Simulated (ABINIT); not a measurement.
## Na3OBr (Pm-3m): G0W0 with ABINIT, start to end

Aim: the G0W0 gap of Na3OBr (Pm-3m) on PBEsol with spin-orbit coupling, step by step.

Calculated with ABINIT 10.8.3; PBEsol and many-body steps on it, plane waves.

## Step 1: The starting structure

It takes space group Pm-3m (No. 221, cubic). The conventional cell has a = 4.533 Å, b = 4.533 Å, c = 4.533 Å, α = 90.00°, β = 90.00°, γ = 90.00°. Nearest to Na lie 2 O at 2.27 Å and 8 Na at 3.21 Å and 4 Br at 3.21 Å. Br has 12 Na at 3.21 Å nearest. Nearest to O lie 6 Na at 2.27 Å. Farther neighbours and most contacts between anions are not listed.

The cell and positions are those that the Materials Project relaxed with its own functionals (PBE, PBE+U or r2SCAN), kept fixed.

## Step 2: Ground state

This step: ABINIT 10.8.3; DFT, PBEsol with spin-orbit coupling, plane waves, norm-conserving pseudopotentials.

The ground-state density comes first.

File run.abi:

```
acell 3*1.0 Angstrom
rprim 
  4.533130000000 0.000000000000 0.000000000000
  0.000000000000 4.533130000000 0.000000000000
  0.000000000000 0.000000000000 4.533130000000
ntypat 3
znucl 11 35 8
natom 5
typat 1 1 1 2 3
xred 
  0.000000000000 0.500000000000 0.500000000000
  0.500000000000 0.000000000000 0.500000000000
  0.500000000000 0.500000000000 0.000000000000
  0.000000000000 0.000000000000 0.000000000000
  0.500000000000 0.500000000000 0.500000000000
pp_dirpath "pseudos"
pseudos "Na.upf, Br.upf, O.upf"
ecut 38
nspinor 2
ngkpt 4 4 4
nshiftk 1
shiftk 0 0 0
kptopt 1
chksymbreak 0
nband 52
occopt 1
tolvrs 1e-10
nstep 60
prtwf 0
optforces 0
optstress 0
indata_prefix "in"
outdata_prefix "out"
tmpdata_prefix "tmp"
```

Launch:

```
> OMP_NUM_THREADS=1 mpirun -n 8 abinit run.abi > log
```

Numbers of over 12 decimals in the logs are rounded to 6 here.

Log:

```text
.Version 10.8.3 of ABINIT. v10.8.2 released Aug 2026.

 Symmetries : space group Pm -3 m (#221); Bravais cP (primitive cubic)
================================================================================
 Values of the parameters that define the memory need of the present run
     intxc =       0    ionmov =       0      iscf =       7    lmnmax =      16
     lnmax =      16     mgfft =      48  mpssoang =       5    mqgrid =    3001
     natom =       5  nloc_mem =       1    nspden =       1   nspinor =       2
    nsppol =       1      nsym =      48    n1xccc =    2501    ntypat =       3
    occopt =       1   xclevel =       2
-    mband =          52        mffmem =           1         mkmem =           2
       mpw =        7088          nfft =      110592          nkpt =          10
================================================================================
  Rough estimation (10% accuracy) of disk space for files :
================================================================================

--------------------------------------------------------------------------------
------------- Echo of variables that govern the present computation ------------
--------------------------------------------------------------------------------
 -outvars: echo values of preprocessed input variables --------
            acell      1.8897261259E+00  1.8897261259E+00  1.8897261259E+00 Bohr

      chksymbreak           0
             ecut      3.80000000E+01 Hartree
-          fftalg         312

              ixc     -116133
              kpt      0.00000000E+00  0.00000000E+00  0.00000000E+00
                       2.50000000E-01  0.00000000E+00  0.00000000E+00
                       5.00000000E-01  0.00000000E+00  0.00000000E+00
                       2.50000000E-01  2.50000000E-01  0.00000000E+00
                       5.00000000E-01  2.50000000E-01  0.00000000E+00
                       5.00000000E-01  5.00000000E-01  0.00000000E+00
                       2.50000000E-01  2.50000000E-01  2.50000000E-01
                       5.00000000E-01  2.50000000E-01  2.50000000E-01
                       5.00000000E-01  5.00000000E-01  2.50000000E-01
                       5.00000000E-01  5.00000000E-01  5.00000000E-01
         kptrlatt        4    0    0      0    4    0      0    0    4
          kptrlen      3.42654968E+01
P           mkmem           2
            natom           5
            nband          52
            ngfft          48      48      48
             nkpt          10
          nspinor           2
            nstep          60
             nsym          48
           ntypat           3
              occ      1.000000  1.000000  1.000000  1.000000  1.000000  1.000000
                       1.000000  1.000000  1.000000  1.000000  1.000000  1.000000
                       1.000000  1.000000  1.000000  1.000000  1.000000  1.000000
                       1.000000  1.000000  1.000000  1.000000  1.000000  1.000000
                       1.000000  1.000000  1.000000  1.000000  1.000000  1.000000
                       1.000000  1.000000  1.000000  1.000000  1.000000  1.000000
                       1.000000  1.000000  1.000000  1.000000  0.000000  0.000000
                       0.000000  0.000000  0.000000  0.000000  0.000000  0.000000
                       0.000000  0.000000  0.000000  0.000000
        optforces           0
        optstress           0
            prtwf           0
            rprim      4.5331300000E+00  0.0000000000E+00  0.0000000000E+00
                       0.0000000000E+00  4.5331300000E+00  0.0000000000E+00
[...]
spgroup         221

           tolvrs      1.00000000E-10

             xred      0.0000000000E+00  5.0000000000E-01  5.0000000000E-01
[...]
znucl       11.00000   35.00000    8.00000

================================================================================

 chkinp: Checking input parameters for consistency.

================================================================================
== DATASET  1 ==================================================================
-   mpi_nproc: 8, omp_nthreads: 1 (-1 if OMP is not activated)
-    --> not optimal distribution: autoparal keyword recommended in input file <--

--- !DatasetInfo
iteration_state: {dtset: 1, }
dimensions: {natom: 5, nkpt: 10, mband: 52, nsppol: 1, nspinor: 2, nspden: 1, mpw: 7088, }
cutoff_energies: {ecut:  38.0, pawecutdg:  -1.0, }
electrons: {nelect:   4.00000000E+01, charge:   0.00000000E+00, occopt:   1.00000000E+00, tsmear:   1.00000000E-02, }

 Real(R)+Recip(G) space primitive vectors, cartesian coordinates (Bohr,Bohr^-1):
 R(1)=  8.5663742  0.0000000  0.0000000  G(1)=  0.1167355  0.0000000  0.0000000
 R(2)=  0.0000000  8.5663742  0.0000000  G(2)=  0.0000000  0.1167355  0.0000000
 R(3)=  0.0000000  0.0000000  8.5663742  G(3)=  0.0000000  0.0000000  0.1167355
 Unit cell volume ucvol=  6.2862424E+02 bohr^3
 Angles (23,13,12)=  9.00000000E+01  9.00000000E+01  9.00000000E+01 degrees

 getcut: wavevector=  0.0000  0.0000  0.0000  ngfft=  48  48  48
         ecut(hartree)=     38.000   => boxcut(ratio)=   2.01924

--- Pseudopotential description ------------------------------------------------
- Na Generated using ONCVPSP code by D. R. Hamann
- 11.00000   9.00000  180509                  znucl, zion, pspdat
[...]
1    5.397627    0.895511    0.010517
             2    2.538838    0.395336    0.000606
  spin-orbit 1    0.408434   -0.256546    0.061347   -0.000368
  spin-orbit 2    0.104500   -0.012246    0.005468   -0.000075
 pspatm: atomic psp has been read  and splines computed

- O Generated using ONCVPSP code by D. R. Hamann
-  8.00000   6.00000  180509                  znucl, zion, pspdat
12 -116133 2 -1 936                           pspcod,pspxc,lmax,lloc,mmax
     nproj     2     2     2     0
     spin-orbit psp
        nprojso     2     2     0
  pspatm : epsatm=    6.23093634
         --- l  ekb(1:nproj) -->
[...]
spin-orbit 1    0.006525    0.002082
  spin-orbit 2   -0.000426    0.000283
 pspatm: atomic psp has been read  and splines computed

   1.80707374E+03                                ecore*ucvol(ha*bohr**3)
--------------------------------------------------------------------------------

_setup2: Arith. and geom. avg. npw (full set) are    7033.234    7033.199

================================================================================

--- !BeginCycle
iteration_state: {dtset: 1, }
solver: {iscf: 7, nstep: 60, nline: 4, wfoptalg: 0, }
tolerances: {tolvrs: 1.00E-10, }

     iter   Etot(hartree)      deltaE(h)  residm     vres2
 ETOT  1  -168.78467183665    -1.688E+02 1.875E-01 1.961E+03
 ETOT  2  -168.45969870764     3.250E-01 9.713E-02 2.882E+03
 ETOT  3  -169.18768953539    -7.280E-01 9.447E-03 4.424E+02
 ETOT  4  -169.25954002424    -7.185E-02 1.395E-03 3.814E+01
 ETOT  5  -169.26317576149    -3.636E-03 4.493E-04 5.030E+00
 ETOT  6  -169.26397435071    -7.986E-04 8.458E-05 1.105E-01
 ETOT  7  -169.26398848683    -1.414E-05 1.594E-04 5.318E-03
 ETOT  8  -169.26398988851    -1.402E-06 8.391E-05 1.268E-03
 ETOT  9  -169.26399012824    -2.397E-07 1.409E-04 8.741E-05
 ETOT 10  -169.26399013975    -1.152E-08 9.135E-05 2.574E-06
 ETOT 11  -169.26399013995    -1.958E-10 1.469E-04 3.431E-08
 ETOT 12  -169.26399013994     6.338E-12 8.536E-05 1.497E-09
 ETOT 13  -169.26399013995    -7.219E-12 1.342E-04 6.493E-11

 At SCF step   13       vres2   =  6.49E-11 < tolvrs=  1.00E-10 =>converged.

--- !ResultsGS
iteration_state: {dtset: 1, }
comment   : Summary of ground state results
lattice_vectors:
- [  8.5663742,   0.0000000,   0.0000000, ]
- [  0.0000000,   8.5663742,   0.0000000, ]
- [  0.0000000,   0.0000000,   8.5663742, ]
lattice_lengths: [   8.56637,    8.56637,    8.56637, ]
lattice_angles: [ 90.000,  90.000,  90.000, ] # degrees, (23, 13, 12)
lattice_volume:   6.2862424E+02
convergence: {deltae: -7.219E-12, res2:  6.493E-11, residm:  1.342E-04, diffor:  0.000E+00, }
etotal    :  -1.69263990E+02
entropy   :   0.00000000E+00
fermie    :   5.77665262E-02
cartesian_stress_tensor: null
pressure_GPa: null
xred      :
- [  0.0000E+00,   5.0000E-01,   5.0000E-01, Na]
- [  5.0000E-01,   0.0000E+00,   5.0000E-01, Na]
- [  5.0000E-01,   5.0000E-01,   0.0000E+00, Na]
- [  0.0000E+00,   0.0000E+00,   0.0000E+00, Br]
- [  5.0000E-01,   5.0000E-01,   5.0000E-01,  O]
cartesian_forces: null
force_length_stats: {min: null, max: null, mean: null, }

 Integrated electronic density in atomic spheres:
 ------------------------------------------------
 Atom  Sphere_radius  Integrated_density
[...]
================================================================================

 ----iterations are completed or convergence reached----

 Mean square residual over all n,k,spin=   45.374E-08; max=  13.416E-05
 reduced coordinates (array xred) for    5 atoms
       0.000000000000      0.500000000000      0.500000000000
       0.500000000000      0.000000000000      0.500000000000
       0.500000000000      0.500000000000      0.000000000000
       0.000000000000      0.000000000000      0.000000000000
       0.500000000000      0.500000000000      0.500000000000
 rms dE/dt=  0.0000E+00; max dE/dt=  0.0000E+00; dE/dt below (all hartree)
    1       0.000000000000      0.000000000000      0.000000000000
    2       0.000000000000      0.000000000000      0.000000000000
    3       0.000000000000      0.000000000000      0.000000000000
    4       0.000000000000      0.000000000000      0.000000000000
    5       0.000000000000      0.000000000000      0.000000000000

 cartesian coordinates (angstrom) at end:
    1      0.000000     2.266565     2.266565
    2      2.266565     0.000000     2.266565
    3      2.266565     2.266565     0.000000
    4      0.000000     0.000000     0.000000
    5      2.266565     2.266565     2.266565
 length scales=  1.889726125908  1.889726125908  1.889726125908 bohr
              =  1.000000000000  1.000000000000  1.000000000000 angstroms
 prteigrs : about to open file out_EIG
 Fermi (or HOMO) energy (hartree) =   0.05777   Average Vxc (hartree)=  -0.32042
 Eigenvalues (hartree) for nkpt=  10  k points:
 kpt#   1, nband= 52, wtk=  0.01563, kpt=  0.0000  0.0000  0.0000 (reduced coord)
  -1.77832   -1.77832   -1.77772   -1.77772   -1.77772   -1.77772   -0.75957   -0.75957
  -0.75957   -0.75957   -0.75863   -0.75863   -0.75414   -0.75414   -0.75414   -0.75414
  -0.75336   -0.75336   -0.74794   -0.74794   -0.74615   -0.74615   -0.74615   -0.74615
  -0.48504   -0.48504   -0.46758   -0.46758   -0.05355   -0.05355   -0.03724   -0.03724
  -0.03724   -0.03724    0.05568    0.05568    0.05777    0.05777    0.05777    0.05777
   0.12907    0.12907    0.23657    0.23657    0.23657    0.23657    0.39015    0.39015
   0.39015    0.39015    0.39051    0.39051
 prteigrs : prtvol=0 or 1, do not print more k-points.

--- !EnergyTerms
iteration_state     : {dtset: 1, }
comment             : Components of total free energy in Hartree
kinetic             :  9.88824111862376E+01
hartree             :  6.17862631005545E+01
xc                  : -2.96491386277147E+01
Ewald energy        : -8.94413920205960E+01
psp_core            :  2.87464852226493E+00
local_psp           : -1.68914656168966E+02
non_local_psp       : -4.48021261317314E+01
total_energy        : -1.69263990139951E+02
total_energy_eV     : -4.60590781323413E+03
band_energy         : -2.61759853160897E+01

== END DATASET(S) ==============================================================
================================================================================

 -outvars: echo values of variables after computation  --------
           etotal     -1.6926399014E+02
            nband          52
             nkpt          10
          spgroup         221
 [... the other variables as echoed above ...]

 Calculation completed.
```

Elapsed: 80 s, on 8 MPI ranks of Arm Neoverse V2, shared host; peak memory 0.82 GiB.

Numbers from this step:

```yaml
total_energy: -4605.9078 eV
gap: 1.940 eV
k_of_the_valence_top: 0, 0, 0
k_of_the_conduction_bottom: 0, 0, 0
least_direct_gap: 1.940 eV
```

The gap is direct, at Γ.

[end of part 1 of 3]

[Paths, hosts, dates, memory and timing lines, banners, echoed tables and standing remarks are left out of the program output.]

[Logs are printed without paths, hosts, clocks, repeated set-up lines and the standing remarks that a program may print on its own settings, such as how far it seeks lower states.]

[Runs of the session that timed out or met a known fault of the program may be left out.]

[Hosts, paths, dates, database ids (printed as entryN), source tags and the programs' standing remarks are cut or masked in the printed files.]

[G0W0 gaps are taken among the corrected bands and points alone; a level outside them can change the order at an edge.]

[Where Ansatz stands beside ABINIT at settings called matched, ABINIT's density can come from a denser mesh and the files from another edition; pairs whose starting gaps differed by over 0.03 eV were left out, so agreement reads better than it is.]
